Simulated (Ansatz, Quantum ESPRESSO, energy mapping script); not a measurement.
# BaMnO2 in the infinite layer structure: exchange couplings from total energies, part 3 of 3

Wanted: the magnetic order of BaMnO2 in the infinite layer structure, its couplings and an estimate of its ordering temperature, by PBE+U (4 eV), QE, GBRV.

PBE with U = 4 eV on Mn d, ortho-atomic projectors; plane waves, U on orthogonalised atomic orbitals unless named otherwise, collinear spin, no spin–orbit coupling.

So far. Step 7 (Order 5: parallel, cell C of 8 atoms): The run ends ferromagnetic. For each magnetic atom its energy differs from the parallel run of the first cell by 1.54 meV, an error that one common reference would have brought in. Step 8 (Compensated +− start in cell C (8 atoms)): The run ends antiferromagnetic, 19.03 meV a magnetic atom below the parallel order of its cell (energies taken at zero occupation width, not the printed F).

## Step 9: Parallel start in cell D (8 atoms)

Level of this step: PBE with U = 4 eV on Mn d, ortho-atomic projectors, GBRV potentials (Quantum ESPRESSO).

A new cell needs its own zero of energy.

This run holds the same structure in another cell (a 4.130 → 3.715 Å, b 4.130 → 5.841 Å, c 7.430 → 5.841 Å).

Contents of pw.in:

```
&control
  calculation = 'scf'
  prefix = 'pw'
  outdir = './tmp/'
  pseudo_dir = './pseudo/'
  verbosity = 'low'
/
&system
  ibrav = 0
  nat = 8
  ntyp = 3
  ecutwfc = 45
  ecutrho = 360
  nbnd = 55
  occupations = 'smearing'
  smearing = 'fd'
  degauss = 0.00367493
  nspin = 2
  starting_magnetization(1) = 0.3000
/
&electrons
  conv_thr = 2.0e-08
  electron_maxstep = 120
  mixing_beta = 0.3
  mixing_mode = 'plain'
/
ATOMIC_SPECIES
  Mn 54.9380 Mn.upf
  Ba 137.3270 Ba.upf
  O 15.9990 O.upf
CELL_PARAMETERS angstrom
  0.00000000 0.00000000 -3.71491834
  4.13014972 4.13014972 0.00000000
  4.13014972 -4.13014972 0.00000000
ATOMIC_POSITIONS crystal
  Mn 0.00000000 0.00000000 0.00000000
  Mn 0.00000000 0.50000000 0.50000000
  Ba 0.50000000 0.50000000 0.00000000
  Ba 0.50000000 0.00000000 0.50000000
  O 0.00000000 0.25000000 0.25000000
  O 0.00000000 0.75000000 0.75000000
  O 0.00000000 0.25000000 0.75000000
  O 0.00000000 0.75000000 0.25000000
K_POINTS automatic
  8 5 5 0 0 0
HUBBARD {ortho-atomic}
U Mn-3d 4
```

Run with:

```console
$ OMP_NUM_THREADS=1 mpirun -n 8 pw.x -nk 8 -in pw.in > pw.out
```

Log:

```text
[banner, memory and clock lines left out]
Program PWSCF v.7.5 starts
[...]
unit-cell volume          =     855.2783 (a.u.)^3
     number of atoms/cell      =            8
[...]
number of electrons       =        74.00
     number of Kohn-Sham states=           55
     kinetic-energy cutoff     =      45.0000  Ry
     charge density cutoff     =     360.0000  Ry
[...]
The total energy is F=E-TS. E is the sum of the following terms:
     one-electron contribution =    -329.73112762 Ry
     hartree contribution      =     204.17961305 Ry
     xc contribution           =    -138.56247413 Ry
     ewald contribution        =    -428.56663005 Ry
     Hubbard energy            =       0.14811247 Ry
     total magnetization       =     9.09 Bohr mag/cell
     absolute magnetization    =     9.49 Bohr mag/cell
     convergence has been achieved in  14 iterations
[key lines of the parts left out:]
!    total energy              =    -692.53373200 Ry
the Fermi energy is    11.1745 ev
```

Elapsed: 52 s, on 8 MPI ranks of Arm Neoverse V2, shared host; peak memory 1.9 GiB; 6.9 min of CPU time.

The run ends ferromagnetic. For each magnetic atom its energy differs from the parallel run of the first cell by 5.10 meV, an error that one common reference would have brought in.

## Step 10: Order 8: compensated +−, cell D of 8 atoms

This order reverses 0 of the 2 neighbours at 3.71 Å, 4 of the 4 neighbours at 4.13 Å and 8 of the 8 neighbours at 5.55 Å, counted for an average magnetic atom.

pw.in, as its differences from that of step 9:

```diff
@@ -10,6 +10,6 @@
   nat = 8
-  ntyp = 3
+  ntyp = 4
   ecutwfc = 45
   ecutrho = 360
-  nbnd = 55
+  nbnd = 50
   occupations = 'smearing'
@@ -19,2 +19,3 @@
   starting_magnetization(1) = 0.3000
+  starting_magnetization(2) = -0.3000
 /
@@ -27,3 +28,4 @@
 ATOMIC_SPECIES
-  Mn 54.9380 Mn.upf
+  Mn1 54.9380 Mn.upf
+  Mn2 54.9380 Mn.upf
   Ba 137.3270 Ba.upf
@@ -35,4 +37,4 @@
 ATOMIC_POSITIONS crystal
-  Mn 0.00000000 0.00000000 0.00000000
-  Mn 0.00000000 0.50000000 0.50000000
+  Mn1 0.00000000 0.00000000 0.00000000
+  Mn2 0.00000000 0.50000000 0.50000000
   Ba 0.50000000 0.50000000 0.00000000
@@ -46,2 +48,3 @@
 HUBBARD {ortho-atomic}
-U Mn-3d 4
+U Mn1-3d 4
+U Mn2-3d 4
```

Log:

```text
[banner, memory and clock lines left out]
Program PWSCF v.7.5 starts
[...]
unit-cell volume          =     855.2783 (a.u.)^3
     number of atoms/cell      =            8
[...]
number of electrons       =        74.00
     number of Kohn-Sham states=           50
     kinetic-energy cutoff     =      45.0000  Ry
     charge density cutoff     =     360.0000  Ry
[...]
The total energy is F=E-TS. E is the sum of the following terms:
     one-electron contribution =    -330.44768421 Ry
     hartree contribution      =     205.06424833 Ry
     xc contribution           =    -138.69007098 Ry
     ewald contribution        =    -428.56663005 Ry
     Hubbard energy            =       0.12712233 Ry
     total magnetization       =    -0.00 Bohr mag/cell
     absolute magnetization    =     9.39 Bohr mag/cell
     convergence has been achieved in  14 iterations
[key lines of the parts left out:]
!    total energy              =    -692.51415174 Ry
the Fermi energy is    10.9414 ev
```

Run time: 49 s. Hardware: 8 MPI ranks; peak memory 1.9 GiB.

The run ends antiferromagnetic, 132.90 meV a magnetic atom above the parallel order of its cell (energies taken at zero occupation width, not the printed F).

## Step 11: Mapping onto a Heisenberg model

Each energy difference is a sum of couplings weighted by the pairs that the order reverses. A few near shells are fitted to the differences by least squares. Energies are those extrapolated to zero occupation width, not the free energies F.

Energies from the parallel order of the same cell:

| order | atoms | energy (meV a magnetic atom) | moments (μB) | moments kept as typed | opposed neighbours at 3.71, 4.13, 5.55 Å |
| --- | --- | --- | --- | --- | --- |
| parallel in cell A | 8 | 0.00 | 3.87 | yes | 0, 0, 0 |
| compensated +− in cell A | 8 | 82.65 | 3.94 | yes | 2, 2, 4 |
| parallel in cell B | 8 | 0.00 | 3.87 | yes | 0, 0, 0 |
| compensated +− in cell B | 8 | 101.10 | 3.93 | yes | 0, 2, 4 |
| parallel in cell C | 8 | 0.00 | 3.86 | yes | 0, 0, 0 |
| compensated +− in cell C | 8 | -19.03 | 3.91 | yes | 2, 0, 8 |
| parallel in cell D | 8 | 0.00 | 3.89 | yes | 0, 0, 0 |
| compensated +− in cell D | 8 | 132.90 | 3.95 | yes | 0, 4, 8 |

Fitted to E = −Σ J e·e over ordered pairs of unit vectors (J > 0 favours parallel moments):

| pair | distance (Å) | neighbours | J (meV) |
| --- | --- | --- | --- |
| Mn–Mn | 3.71 | 2 | 2.32 |
| Mn–Mn | 4.13 | 4 | 21.9 |
| Mn–Mn | 5.55 | 8 | -1.77 |

These orders cannot tell some unfitted shells from fitted ones: the value at 4.13 Å holds J(4.13) + 2 J(8.50); other unfitted shells add to the values wholly or in part.

Adding the shell at 5.84 Å gives -4.6, 17, -0.036 and 4.3 meV, an exact solve that tests nothing.

Limits of this fit: it misses the energies by up to 28 meV, so no temperature is drawn.

## Step 12: Summary of results

- lowest order tried: compensated +− in cell C
- largest fitted value (a combination of shells), Mn–Mn at 4.13 Å: 21.9 meV

Of the orders tried, BaMnO2 in the infinite layer structure prefers the order “compensated +− in cell C” under PBE+U (4 eV), QE, GBRV, with 2 of 2 neighbours at 3.71 Å, 0 of 4 neighbours at 4.13 Å and 8 of 8 neighbours at 5.55 Å opposed. The largest fitted value is 22 meV, at 4.13 Å. It is a combination of shells that these orders cannot split, so neither its size nor its sign can be laid on that pair alone. The orders also reverse pairs at 5.84 and 6.92 Å, which are not fitted, so the fitted values hold their part too. No fitted order reverses the pairs at 7.43 Å, so their coupling is unknown and is set to zero in the model. With 4 differences for 3 couplings the fit misses by 28 meV at most, which is not small: farther shells, terms beyond the Heisenberg form or the mesh can cause that. In the fitted orders moments change by up to 1.9 % against the parallel run of the same cell, so their size stays put. Every order is gapless on its mesh at this level. In a metal exchange reaches farther, and a short model of fixed moments is less apt; where the compound is in fact an insulator, these couplings come from a wrongly metallic state. The cell was built from a prototype and relaxed; a distortion that needs a larger cell, or another structure that the compound may prefer, is not captured.

[Logs and program files are shortened in this print: banners, set-up blocks, solver, clock and traceback lines can be left out without a mark of their own.]

[Logs are printed without paths, hosts, clocks, repeated set-up lines and the standing remarks that a program may print on its own settings, such as how far it seeks lower states.]

[Hosts, paths, dates, database ids (printed as entryN), source tags and the programs' standing remarks are cut or masked in the printed files.]

[Where a cell is said to come from a database of computed structures, the database is the Materials Project.]
